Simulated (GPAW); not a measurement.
## Optical response of Sc

Aim: the dielectric function of Sc, and the optical constants that follow from it.

Program: GPAW 26.7.0. Level of theory: DFT, PBE, plane-wave PAW (GPAW data sets), scalar-relativistic, RPA, optical limit. Results are calculated unless marked as measured.

## Step 1: The structure

Symmetry: P6_3/mmc, No. 194, hexagonal system. The conventional cell has a = 3.309 Å, b = 3.309 Å, c = 5.273 Å, α = 90.00°, β = 90.00°, γ = 120.00°. Sc has 12 Sc at 3.26 to 3.31 Å nearest.

## Step 2: Ground state

First the ground state: is it a metal or has it a gap?

This step: DFT, PBE, plane-wave PAW (GPAW data sets), scalar-relativistic, ground state (GPAW 26.7.0).

Input file gs.py:

```python
from ase import Atoms
from ase.dft.bandgap import bandgap
from gpaw import GPAW, PW, FermiDirac

atoms = Atoms(['Sc', 'Sc'],
              cell=[[3.308999999987, 0.000000000000, 0.000000000000],
                    [-1.654499999993, 2.865678061111, 0.000000000000],
                    [0.000000000000, 0.000000000000, 5.273300000000]],
              scaled_positions=[[0.666666666667, 0.333333333333, 0.750000000000],
                                [0.333333333333, 0.666666666667, 0.250000000000]],
              pbc=[True, True, True])
atoms.calc = GPAW(mode=PW(400), xc='PBE', kpts={'size': (9, 9, 4), 'gamma': True},
                  occupations=FermiDirac(0.05), maxiter=150, txt='gs.txt')
print('energy (eV)', atoms.get_potential_energy())
print('Fermi level (eV)', atoms.calc.get_fermi_level())
print('valence electrons', atoms.calc.get_number_of_electrons())
print('gap (eV)', bandgap(atoms.calc, output=None)[0])
print('direct gap (eV)', bandgap(atoms.calc, direct=True, output=None)[0])
atoms.calc.write('gs.gpw')
```

Started as:

```
$ OMP_NUM_THREADS=1 python gs.py
```

Numbers of over 12 decimals in the logs are rounded to 6 here.

What it wrote:

```text
__  _  _
 | _ |_)|_||  |
 |__||  | ||/\| - 26.7.0

Versions:
  Python: 3.12.14
  ASE:    3.29.0
  Numpy:  2.5.5
  Scipy:  1.18.1
  Libxc:  7.0.0

Input parameters:
  mode=PW(ecut=400.0),
  kpts=MonkhorstPack(size=(9, 9, 4), gamma=True),
  maxiter=150,
  occupations=Occupations(name='fermi-dirac', width=0.05, fixmagmom=False),
  xc=XC(name='PBE')

Diagonalizing LCAO Hamiltonian
Converting LCAO to pw mode

           Sc

        Sc

Atoms  # Å, Bohr magnetons
|   | symbol |         x |        y |        z |    initial magnetic moments |
| 0 |     Sc |  1.654500 | 0.955226 | 3.954975 | ( 0.0000,  0.0000,  0.0000) |
| 1 |     Sc | -0.000000 | 1.910452 | 1.318325 | ( 0.0000,  0.0000,  0.0000) |

Unit cell  # Å
| periodic |         x |        y |        z |  lengths |     angles |
|      yes |  3.309000 | 0.000000 | 0.000000 | 3.309000 |  90.000000 |
|      yes | -1.654500 | 2.865678 | 0.000000 | 3.309000 |  90.000000 |
|      yes |  0.000000 | 0.000000 | 5.273300 | 5.273300 | 120.000000 |

Number of symmetries: 12
Symmetry operations  # r_c * U_cc + t_c -> r_c
|    | kind |            matrix            |
|  0 |  σ   |  1, 1, 0,  0,-1, 0,  0, 0, 1 |
|  1 |  S6  |  1, 1, 0, -1, 0, 0,  0, 0,-1 |
|  2 |  E   |  1, 0, 0,  0, 1, 0,  0, 0, 1 |
|  3 |  C2  |  1, 0, 0, -1,-1, 0,  0, 0,-1 |
|  4 |  C2  |  0, 1, 0,  1, 0, 0,  0, 0,-1 |
|  5 |  C3  |  0, 1, 0, -1,-1, 0,  0, 0, 1 |
|  6 |  S6  |  0,-1, 0,  1, 1, 0,  0, 0,-1 |
|  7 |  σ   |  0,-1, 0, -1, 0, 0,  0, 0, 1 |
|  8 |  σ   | -1, 0, 0,  1, 1, 0,  0, 0, 1 |
|  9 |  i   | -1, 0, 0,  0,-1, 0,  0, 0,-1 |
| 10 |  C3  | -1,-1, 0,  1, 0, 0,  0, 0, 1 |
| 11 |  C2  | -1,-1, 0,  0, 1, 0,  0, 0,-1 |

BZ-sampling:
  Number of BZ points: 324
  Number of IBZ points: 43

  Monkhorst-Pack size: [9, 9, 4]
  Monkhorst-Pack shift: [0.0, 0.0, 0.125]

K-points  # in reciprocal-cell coordinates
|     |                                coordinates |     weight |
|   0 | (  0.00000000,   0.00000000,   0.00000000) | 0.00308642 |
|   1 | (  0.00000000,   0.00000000,   0.25000000) | 0.00617284 |
|   2 | (  0.00000000,   0.00000000,   0.50000000) | 0.00308642 |
|   3 | (  0.11111111,   0.00000000,  -0.25000000) | 0.01851852 |
|   4 | (  0.11111111,   0.00000000,   0.00000000) | 0.01851852 |
|   5 | (  0.11111111,   0.00000000,   0.25000000) | 0.01851852 |
|   6 | (  0.11111111,   0.00000000,   0.50000000) | 0.01851852 |
|   7 | (  0.22222222,  -0.11111111,   0.00000000) | 0.01851852 |
|   8 | (  0.22222222,  -0.11111111,   0.25000000) | 0.03703704 |
|   9 | (  0.22222222,  -0.11111111,   0.50000000) | 0.01851852 |
| ... |                                            |            |
|  42 | (  0.44444444,   0.44444444,   0.50000000) | 0.01851852 |

Plane wave coefficients: 929
Cutoff: 400.0 eV

Spin-components: 1 (collinear spins)
Bands:           18
Projectors:      12
Spin-degeneracy: 2
Datatype:        complex128

Parallelization:
  kpt:    1
  domain: 1
  band:   1

Density:
  Valence electrons: 22.0
  Components: 1
  Grid points: [16 16 25]
  Charge: 0.0  # |e|

Potential:
  Grid points: [16 16 25]

species:
  Sc:
    name:    Scandium
    id:
    Z:       21.0
    valence: 11
    core:    10
    charge:  0.0  # [|e|]
    compensation charges:
      type: gauss
      rc: 0.39  # [Å]
      lmax: 2
    cutoffs:
      filter: 2.14  # [Å]
      core: 1.08  # [Å]
    projectors
    | kind |    occ | energy [eV] | rcut [Å] |
    |   3s |  2.000 |     -55.031 |    1.228 |
    |   4s |  2.000 |      -4.183 |    1.228 |
    |   3p |  6.000 |     -33.625 |    1.281 |
    |   4p |  0.000 |      -1.467 |    1.281 |
    |   3d |  1.000 |      -3.233 |    1.196 |
    |    d |        |      23.979 |    1.196 |

    Using partial waves for Sc as LCAO basis

Reference energy: -41577.766241  # eV

eigensolver:
  PPCG
  Converge bands: occupied
  niter=2

density mixing:
  MSR1-Mixer
  Pratt-step length: 0.05
  Maximum mixing coefficient: 0.75
  Old densities: 10
  SVD Regularization: 0.005
  Good broyden scale: 1.0
  Trust region scale: 1.0
  Backstep threshold: 4.0
  History deletion threshold: 6.0
  Fourier metric: weight=20.0, sigma=0.015

occupation numbers:
  Fermi-Dirac:
    width: 0.0500  # eV

poisson solver:
  ecut: 3200.0  # eV

xc functional:
  name: PBE with 2 nearest neighbor stencil

convergence criteria:
- Maximum [total energy] change in last 3 cyles: 0.0005 eV / valence electron
- Maximum integral of absolute [dens]ity change: 0.0001 electrons / valence electron
- Maximum integral of absolute [eigenst]ate change: 4e-08 eV^2 / valence electron
maximum number of iterations: 150

SCF iterations
|iter     |      energy | eigst |  dens |
|iter:   1||   -9.494034 | +0.37 |       |
|iter:   2||   -9.467701 | -0.58 | -1.37 |
|iter:   3||   -9.319696 | -0.83 | -1.40 |
|iter:   4||   -9.323978 | -1.78 | -2.04 |
|iter:   5||   -9.325975c| -2.75 | -2.31 |
|iter:   6||   -9.326001c| -3.80 | -3.42 |
|iter:   7||   -9.325994c| -4.58 | -3.55 |
|iter:   8||   -9.325996c| -5.53 | -4.07c|
|iter:   9||   -9.325995c| -6.65 | -4.80c|
|iter:  10||   -9.325995c| -7.28 | -5.43c|
|iter:  11||   -9.325995c| -8.43c| -6.38c|

Converged in 11 steps
SCF loop duration: 11.159 s (1.014 s/step)
Energy contributions relative to reference atoms: (reference = -41577.766241)

Energy contributions:
  Kinetic:          -1.960406
  Coulomb:           2.021795
  Zero:              0.307505
  External:          0.000000
  Xc:               -9.679927
  Entropy:          -0.029925
  Spinorbit:         0.000000
  ----------------------------
  Free energy:      -9.340958
  Extrapolated:     -9.325995

dipole moment: (0.000000, 0.000000, 0.000001)  # |e|*Ang

Fermi level: 5.534
Eigenvalues  # (at kpt = [0.000, 0.000, 0.000])
| band index |      eig [eV] | occ [0-2] |
|          0 |       -43.935 |     2.000 |
|        ... |               |           |
|          2 |       -22.734 |     2.000 |
|          3 |       -22.419 |     2.000 |
|          4 |       -22.419 |     2.000 |
|          5 |       -22.363 |     2.000 |
|          6 |       -22.363 |     2.000 |
|          7 |       -22.340 |     2.000 |
|          8 |         0.433 |     2.000 |
|          9 |         3.887 |     2.000 |
|         10 |         5.940 |     0.001 |
|         11 |         7.136 |     0.000 |
|         12 |         7.136 |     0.000 |
|         13 |         7.256 |     0.000 |
|         14 |         7.545 |     0.000 |
|         15 |         7.545 |     0.000 |
|         16 |         7.911 |     0.000 |
|         17 |         7.911 |     0.000 |

No gap
No difference between direct/indirect transitions

--- standard output ---
energy (eV) -9.325995
Fermi level (eV) 5.534497
valence electrons 22.0
gap (eV) 0.0
direct gap (eV) 0.0
```

Wall time 13 s (1 thread of Arm Neoverse V1, shared host); peak memory 0.14 GiB.

This step gave:

* energy: -9.326 eV
* Fermi energy: 5.534 eV
* electrons: 22

There are states at the Fermi level within the smearing, so the occupations stay smeared and the carriers get a Drude term.

## Step 3: Bands for the response

At the fixed density, many empty bands are solved on the mesh of the response, since the spectrum sums over them.

This step: DFT, PBE, plane-wave PAW (GPAW data sets), scalar-relativistic, bands at fixed density (GPAW 26.7.0).

Input file nscf.py:

```python
from ase.dft.bandgap import bandgap
from gpaw import GPAW, FermiDirac

calc = GPAW('gs.gpw').fixed_density(kpts={'size': (18, 18, 10), 'gamma': True}, nbands=43, convergence={'bands': 37},
                                    occupations=FermiDirac(0.05), txt='nscf.txt')
print('gap (eV)', bandgap(calc, output=None)[0])
print('direct gap (eV)', bandgap(calc, direct=True, output=None)[0])
print('top band over the Fermi level (eV)', min(calc.get_eigenvalues(kpt=k)[36] for k in range(len(calc.get_ibz_k_points()))) - calc.get_fermi_level())
calc.write('full.gpw', mode='all')
```

Started as:

```
$ OMP_NUM_THREADS=1 python nscf.py
```

What it wrote:

```text
Diagonalizing LCAO Hamiltonian
Converting LCAO to pw mode
convergence criteria:
- Maximum integral of absolute [eigenst]ate change: 4e-08 eV^2 / valence electron
maximum number of iterations: 150

SCF iterations
|iter     |      energy | eigst |  dens |
|iter:   1||             | +3.35 |       |
|iter:   2||             | +2.40 |       |
|iter:   3||             | +1.74 |       |
|iter:   4||             | +1.15 |       |
|iter:   5||             | +0.71 |       |
|iter:   6||             | +0.29 |       |
|iter:   7||             | -0.13 |       |
|iter:   8||             | -0.58 |       |
|iter:   9||             | -1.06 |       |
|iter:  10||             | -1.55 |       |
|iter:  11||             | -2.03 |       |
|iter:  12||             | -2.54 |       |
|iter:  13||             | -3.01 |       |
|iter:  14||             | -3.50 |       |
|iter:  15||             | -3.97 |       |
|iter:  16||             | -4.44 |       |
|iter:  17||             | -4.92 |       |
|iter:  18||             | -5.36 |       |
|iter:  19||             | -5.79 |       |
|iter:  20||             | -6.15 |       |
|iter:  21||             | -6.58 |       |
|iter:  22||             | -6.98 |       |
|iter:  23||             | -7.32 |       |
|iter:  24||             | -7.56c|       |
SCF steps: 24
  __  _  _
 | _ |_)|_||  |
 |__||  | ||/\| - 26.7.0

Versions:
  Python: 3.12.14
  ASE:    3.29.0
  Numpy:  2.5.5
  Scipy:  1.18.1
  Libxc:  7.0.0

Input parameters:
  mode=PW(ecut=400.0),
  convergence={'bands': 37},
  gpts=array([16, 16, 25]),
  kpts=MonkhorstPack(size=(18, 18, 10), gamma=True),
  maxiter=150,
  nbands=43,
  occupations=Occupations(name='fermi-dirac', width=0.05, fixmagmom=False),
  parallel={},
  xc=XC(name='PBE')

--- standard output ---
gap (eV) 0.0
direct gap (eV) 0.0
top band over the Fermi level (eV) 22.040680
```

It took 6.9 min on 1 thread; peak memory 0.4 GiB.

## Step 4: Dielectric function, RPA

Transitions between filled and empty bands, summed over the zone, give the optical response, so mesh, band count and broadening shape it.

The induced potential is part of this response.

This step: DFT, PBE, plane-wave PAW (GPAW data sets), scalar-relativistic, RPA, optical limit (GPAW 26.7.0).

Input file df.py:

```python
from gpaw.response.df import DielectricFunction

df = DielectricFunction('full.gpw', frequencies={'type': 'nonlinear', 'domega0': 0.03, 'omega2': 8},
                        ecut=30,
                        eta=0.15,
                        nbands=37,
                        rate=0.05,
                        txt='df.txt')
for direction in ['x', 'z']:
    df.get_dielectric_function(xc='RPA', direction=direction, filename=f'df_{direction}.csv')
```

Started as:

```
$ OMP_NUM_THREADS=1 python df.py
```

What it wrote:

```text
Using integrator: PointIntegrator
NonLinearFrequencyDescriptor(from 0.000 to 78.754 eV, 518 points)
Nonperiodic BCs:  [False False False]
Using integrator: PointIntegrator
NonLinearFrequencyDescriptor(from 0.000 to 78.754 eV, 518 points)
Nonperiodic BCs:  [False False False]
Using integrator: PointIntegrator

Calculating chi0 body with:
    Ground state adapter containing:
    Number of spins: 1
    Number of kpoints: 3240
    Number of irreducible kpoints: 330
    Number of completely occupied states: 8
    Number of partially occupied states: 14

    Linear response parametrization:
    q_c: [0.0, 0.0, 0.0]
    Number of frequency points: 518
    Planewave cutoff: 30.0
    Number of bands: 37
    Number of planewaves: 23
    Broadening (eta): 0.15

Integrating chi0 body.

Symmetries of q_c:
    Direct symmetries (Uq -> q): 12
    Indirect symmetries (TUq -> q): 0
In total 12 allowed symmetries.

330 groups of equivalent kpoints. 89.814815% reduction.

Integral kind: spectral function

Calculating chi0 optical extensions with:
    Ground state adapter containing:
    Number of spins: 1
    Number of kpoints: 3240
    Number of irreducible kpoints: 330
    Number of completely occupied states: 8
    Number of partially occupied states: 14

    Linear response parametrization:
    Number of frequency points: 518
    Planewave cutoff: 30.0
    Number of bands: 37
    Number of planewaves: 23
    Broadening (eta): 0.15
Integrating chi0 head and wings.

Symmetries of q_c:
    Direct symmetries (Uq -> q): 12
    Indirect symmetries (TUq -> q): 0
In total 12 allowed symmetries.

330 groups of equivalent kpoints. 89.814815% reduction.

Integral kind: spectral function wings

Calculating drude chi0 with:
    Number of frequency points:518
    Plasma frequency decay rate: 0.05 eV

    Ground state adapter containing:
    Number of spins: 1
    Number of kpoints: 3240
    Number of irreducible kpoints: 330
    Number of completely occupied states: 8
    Number of partially occupied states: 14

Symmetries of q_c:
    Direct symmetries (Uq -> q): 12
    Indirect symmetries (TUq -> q): 0
In total 12 allowed symmetries.

330 groups of equivalent kpoints. 89.814815% reduction.

Integral kind: intraband
Plasma frequency:
[[2.72+0.j 0.  -0.j 0.  +0.j]
 [0.  -0.j 2.72+0.j 0.  -0.j]
 [0.  +0.j 0.  +0.j 4.35+0.j]]
```

Elapsed: 43 s, on 1 thread; peak memory 0.22 GiB.

Numbers from this step:

```
main peak of the optical conductivity above 1 eV, first axis : 5.935 eV
```

Some rows of df_x.csv (energy; Re and Im without local fields; Re and Im with them):

```text
0.000000, 3022.575320, 0.000000, 3021.709890, 0.000000
0.460735, -7.415807, 28.498471, -7.896574, 27.964914
0.943989, 10.136924, 24.743977, 9.980762, 23.940302
1.451455, 2.299763, 23.888900, 3.280037, 23.225726
1.984998, -3.272297, 17.078389, -2.727684, 17.762313
2.546682, -3.466648, 10.411502, -3.819466, 10.568951
3.138794, -1.991522, 6.939915, -2.042005, 6.883826
3.763875, -1.474705, 6.985230, -1.456321, 7.021287
4.424758, -1.999592, 3.509965, -2.014472, 3.511963
5.124608, 0.622723, 2.818977, 0.635194, 2.821476
5.866977, 0.594397, 7.595585, 0.753970, 7.640422
6.655862, -1.389285, 2.247802, -1.528070, 2.289501
7.495775, -1.541107, 3.316637, -1.470324, 3.366191
8.391833, -1.801512, 1.836406, -1.840410, 1.957254
9.349861, -1.086155, 0.889730, -1.154671, 0.975539
10.376517, -0.531530, 0.589132, -0.610077, 0.667906
11.479449, -0.202178, 0.388086, -0.297921, 0.458468
12.667487, 0.116468, 0.252716, 0.007080, 0.316666
13.950874, 0.344577, 0.164935, 0.221154, 0.214052
```

The Im ε has structure finer than the step of the table below, so its rows give means over 0.5 eV, whole bins alone (the curve runs from 0.305 to 15.0 eV). Peaks (eV: height): E ∥ x 5.92: 7.92; E ∥ z 1.73: 21.9, 5.82: 5.96.

The Im ε by photon energy; means over each step:

| photon energy (eV) | E ∥ x | E ∥ z |
| --- | --- | --- |
| 1.0 | 23.7 | 14.0 |
| 1.5 | 22.7 | 20.1 |
| 2.0 | 17.6 | 20.7 |
| 2.5 | 11.1 | 14.6 |
| 3.0 | 7.54 | 8.24 |
| 3.5 | 6.54 | 6.87 |
| 4.0 | 6.06 | 5.66 |
| 4.5 | 3.44 | 3.32 |
| 5.0 | 2.76 | 2.57 |
| 5.5 | 4.23 | 3.96 |
| 6.0 | 6.60 | 4.89 |
| 6.5 | 2.93 | 2.60 |
| 7.0 | 3.06 | 3.30 |
| 7.5 | 3.32 | 2.99 |
| 8.0 | 2.53 | 2.99 |
| 8.5 | 1.78 | 1.76 |
| 9.0 | 1.27 | 1.25 |
| 9.5 | 0.927 | 0.681 |
| 10.0 | 0.760 | 0.433 |
| 10.5 | 0.652 | 0.471 |
| 11.0 | 0.532 | 0.390 |
| 11.5 | 0.456 | 0.346 |
| 12.0 | 0.378 | 0.335 |
| 12.5 | 0.325 | 0.316 |
| 13.0 | 0.282 | 0.235 |
| 13.5 | 0.260 | 0.305 |
| 14.0 | 0.217 | 0.259 |
| 14.5 | 0.201 | 0.192 |

Table of Re ε by photon energy:

| photon energy (eV) | E ∥ x | E ∥ z |
| --- | --- | --- |
| 0.5 | -3.45 | -52.0 |
| 1.0 | 9.42 | 1.39 |
| 1.5 | 2.70 | 6.18 |
| 2.0 | -2.84 | 0.0455 |
| 2.5 | -3.86 | -7.19 |
| 3.0 | -2.84 | -5.17 |
| 3.5 | -0.955 | -2.83 |
| 4.0 | -2.49 | -3.50 |
| 4.5 | -1.69 | -2.57 |
| 5.0 | 0.187 | -0.695 |
| 5.5 | 2.09 | 1.14 |
| 6.0 | -1.85 | -2.16 |
| 6.5 | -2.26 | -1.42 |
| 7.0 | -0.0948 | -0.514 |
| 7.5 | -1.48 | -1.11 |
| 8.0 | -1.76 | -1.91 |
| 8.5 | -1.76 | -2.02 |
| 9.0 | -1.40 | -1.61 |
| 9.5 | -1.04 | -1.36 |
| 10.0 | -0.790 | -0.804 |
| 10.5 | -0.567 | -0.526 |
| 11.0 | -0.428 | -0.349 |
| 11.5 | -0.291 | -0.196 |
| 12.0 | -0.152 | -0.0313 |
| 12.5 | -0.0195 | 0.00458 |
| 13.0 | 0.0797 | 0.139 |
| 13.5 | 0.165 | 0.269 |
| 14.0 | 0.234 | 0.223 |
| 14.5 | 0.310 | 0.318 |

Table of loss function −Im 1/ε at q → 0 by energy loss; read off at these points:

| energy loss (eV) | E ∥ x | E ∥ z |
| --- | --- | --- |
| 0.50 | 0.0379 | 0.00727 |
| 1.00 | 0.0360 | 0.0721 |
| 1.50 | 0.0439 | 0.0445 |
| 2.00 | 0.0554 | 0.0485 |
| 2.50 | 0.0812 | 0.0554 |
| 3.00 | 0.120 | 0.0885 |
| 3.50 | 0.154 | 0.123 |
| 4.00 | 0.137 | 0.126 |
| 4.50 | 0.238 | 0.189 |
| 5.00 | 0.372 | 0.369 |
| 5.50 | 0.196 | 0.243 |
| 6.00 | 0.125 | 0.166 |
| 6.50 | 0.217 | 0.307 |
| 7.00 | 0.317 | 0.274 |
| 7.50 | 0.250 | 0.302 |
| 8.00 | 0.267 | 0.232 |
| 8.50 | 0.284 | 0.243 |
| 9.00 | 0.357 | 0.303 |
| 9.50 | 0.477 | 0.287 |
| 10.00 | 0.632 | 0.505 |
| 10.50 | 0.873 | 0.948 |
| 11.00 | 1.15 | 1.43 |
| 11.50 | 1.56 | 2.21 |
| 12.00 | 2.29 | 3.02 |
| 12.50 | 3.07 | 3.12 |
| 12.75 | 3.24 | 3.68 |
| 12.92 | 3.41 | 3.48 |
| 13.00 | 3.33 | 3.21 |
| 13.50 | 2.74 | 1.83 |
| 14.00 | 2.13 | 2.22 |
| 14.50 | 1.49 | 1.37 |

Table of reflectivity at normal incidence by photon energy; read off at these points:

| photon energy (eV) | E ∥ x (%) | E ∥ z (%) |
| --- | --- | --- |
| 0.50 | 60.2 | 89.6 |
| 1.00 | 52.3 | 45.7 |
| 1.50 | 53.7 | 50.3 |
| 2.00 | 54.9 | 54.2 |
| 2.21 | 55.7 | 57.4 |
| 2.50 | 52.4 | 60.4 |
| 3.00 | 47.2 | 56.2 |
| 3.50 | 38.3 | 47.1 |
| 4.00 | 45.3 | 50.5 |
| 4.20 | 47.4 | 53.1 |
| 4.50 | 40.1 | 48.5 |
| 5.00 | 21.2 | 29.7 |
| 5.50 | 20.7 | 21.6 |
| 6.00 | 43.7 | 43.2 |
| 6.23 | 50.0 | 45.6 |
| 6.50 | 47.7 | 39.0 |
| 7.00 | 25.4 | 29.9 |
| 7.50 | 38.1 | 34.6 |
| 8.00 | 43.2 | 42.8 |
| 8.50 | 48.9 | 53.2 |
| 9.00 | 48.7 | 52.5 |
| 9.22 | 50.1 | 58.5 |
| 9.50 | 48.0 | 64.2 |
| 9.62 | 47.6 | 65.5 |
| 10.00 | 45.6 | 62.1 |
| 10.50 | 41.4 | 46.8 |
| 11.00 | 41.0 | 44.3 |
| 11.50 | 37.3 | 37.7 |
| 12.00 | 32.7 | 26.5 |
| 12.50 | 25.8 | 24.2 |
| 13.00 | 20.0 | 16.9 |
| 13.50 | 14.7 | 9.50 |
| 14.00 | 11.3 | 11.6 |
| 14.50 | 8.05 | 7.76 |

Values under 1 per cm are given as 1. Absorption coefficient against photon energy:

| photon energy (eV) | E ∥ x (1/cm) | E ∥ z (1/cm) |
| --- | --- | --- |
| 0.492 | 2.0e5 | 3.8e5 |
| 1.010 | 2.9e5 | 2.5e5 |
| 1.486 | 4.8e5 | 4.2e5 |
| 1.985 | 6.5e5 | 6.4e5 |
| 2.508 | 7.1e5 | 8.7e5 |
| 3.018 | 6.9e5 | 8.2e5 |
| 3.510 | 6.8e5 | 8.1e5 |
| 3.980 | 8.7e5 | 9.1e5 |
| 4.516 | 7.5e5 | 8.3e5 |
| 4.981 | 5.7e5 | 6.6e5 |
| 5.515 | 6.3e5 | 6.7e5 |
| 6.021 | 1.4e6 | 1.2e6 |
| 6.494 | 1.1e6 | 9.6e5 |
| 6.985 | 8.9e5 | 1.0e6 |
| 7.496 | 1.2e6 | 1.1e6 |
| 8.026 | 1.3e6 | 1.4e6 |
| 8.516 | 1.2e6 | 1.3e6 |
| 9.023 | 1.2e6 | 1.2e6 |
| 9.483 | 1.1e6 | 1.2e6 |
| 10.026 | 9.8e5 | 9.2e5 |
| 10.519 | 9.0e5 | 8.4e5 |
| 11.029 | 8.2e5 | 7.3e5 |
| 11.479 | 7.6e5 | 6.4e5 |
| 12.023 | 6.4e5 | 5.1e5 |
| 12.504 | 5.3e5 | 5.0e5 |
| 13.000 | 4.3e5 | 3.3e5 |
| 13.512 | 3.7e5 | 3.8e5 |
| 14.040 | 2.8e5 | 3.2e5 |
| 14.493 | 2.6e5 | 2.3e5 |

At chosen wavelengths:

| wavelength (nm) | n x | k x | R (%) x | 1/α x | n z | k z | R (%) z | 1/α z |
| --- | --- | --- | --- | --- | --- | --- | --- | --- |
| 1550 | 4.14 | 2.792 | 51.6 | 44 nm | 1.88 | 3.515 | 63.6 | 35 nm |
| 1064 | 4.06 | 2.907 | 52.3 | 29 nm | 3.32 | 2.269 | 44.2 | 37 nm |
| 800 | 3.49 | 3.127 | 53.4 | 20 nm | 3.69 | 2.805 | 50.6 | 23 nm |
| 450 | 1.77 | 2.574 | 50.5 | 14 nm | 1.71 | 3.035 | 58.6 | 12 nm |
| 405 | 1.57 | 2.209 | 45.3 | 15 nm | 1.44 | 2.597 | 54.7 | 12 nm |
| 308 | 1.43 | 2.154 | 45.8 | 11 nm | 1.26 | 2.266 | 50.8 | 11 nm |
| 193 | 0.86 | 1.819 | 49.2 | 8.4 nm | 0.85 | 1.549 | 41.5 | 9.9 nm |

A polished face would reflect 56 % of daylight and look light grey (CIE x = 0.312, y = 0.333 under D65).

## Step 5: What came out

```yaml
main_peak_of_the_optical_conductivity_above_1_ev_first_axis: 5.94 eV
```

What this shows: At this level (PBE, RPA) Sc is a metal; it reflects 56 % at 550 nm for E ∥ x. A polished face would reflect 56 % of daylight and look light grey (CIE x = 0.312, y = 0.333 under D65). The carriers' damping of 0.05 eV is typed, not computed; it shapes the response at the lowest energies. The sum runs over mesh points, so small or evenly spaced maxima can still be ripples of the mesh. In this version of GPAW the matrix elements of the optical limit are incomplete, which can lower ε − 1 by up to a tenth where first-row anions or d states rule, and shift it by more in d metals. GPAW's carrier term has the form −ωp²/(ω + i·rate)², which damps like twice the rate and fails at low energy, so the curves leave the lowest energies out.

[Machine, clock and banner lines and Python warnings are left out of the logs.]

[Logs are printed without paths, hosts, clocks, repeated set-up lines and the standing remarks that a program may print on its own settings, such as how far it seeks lower states.]

[Hosts, paths, dates, database ids (printed as entryN), source tags and the programs' standing remarks are cut or masked in the printed files.]
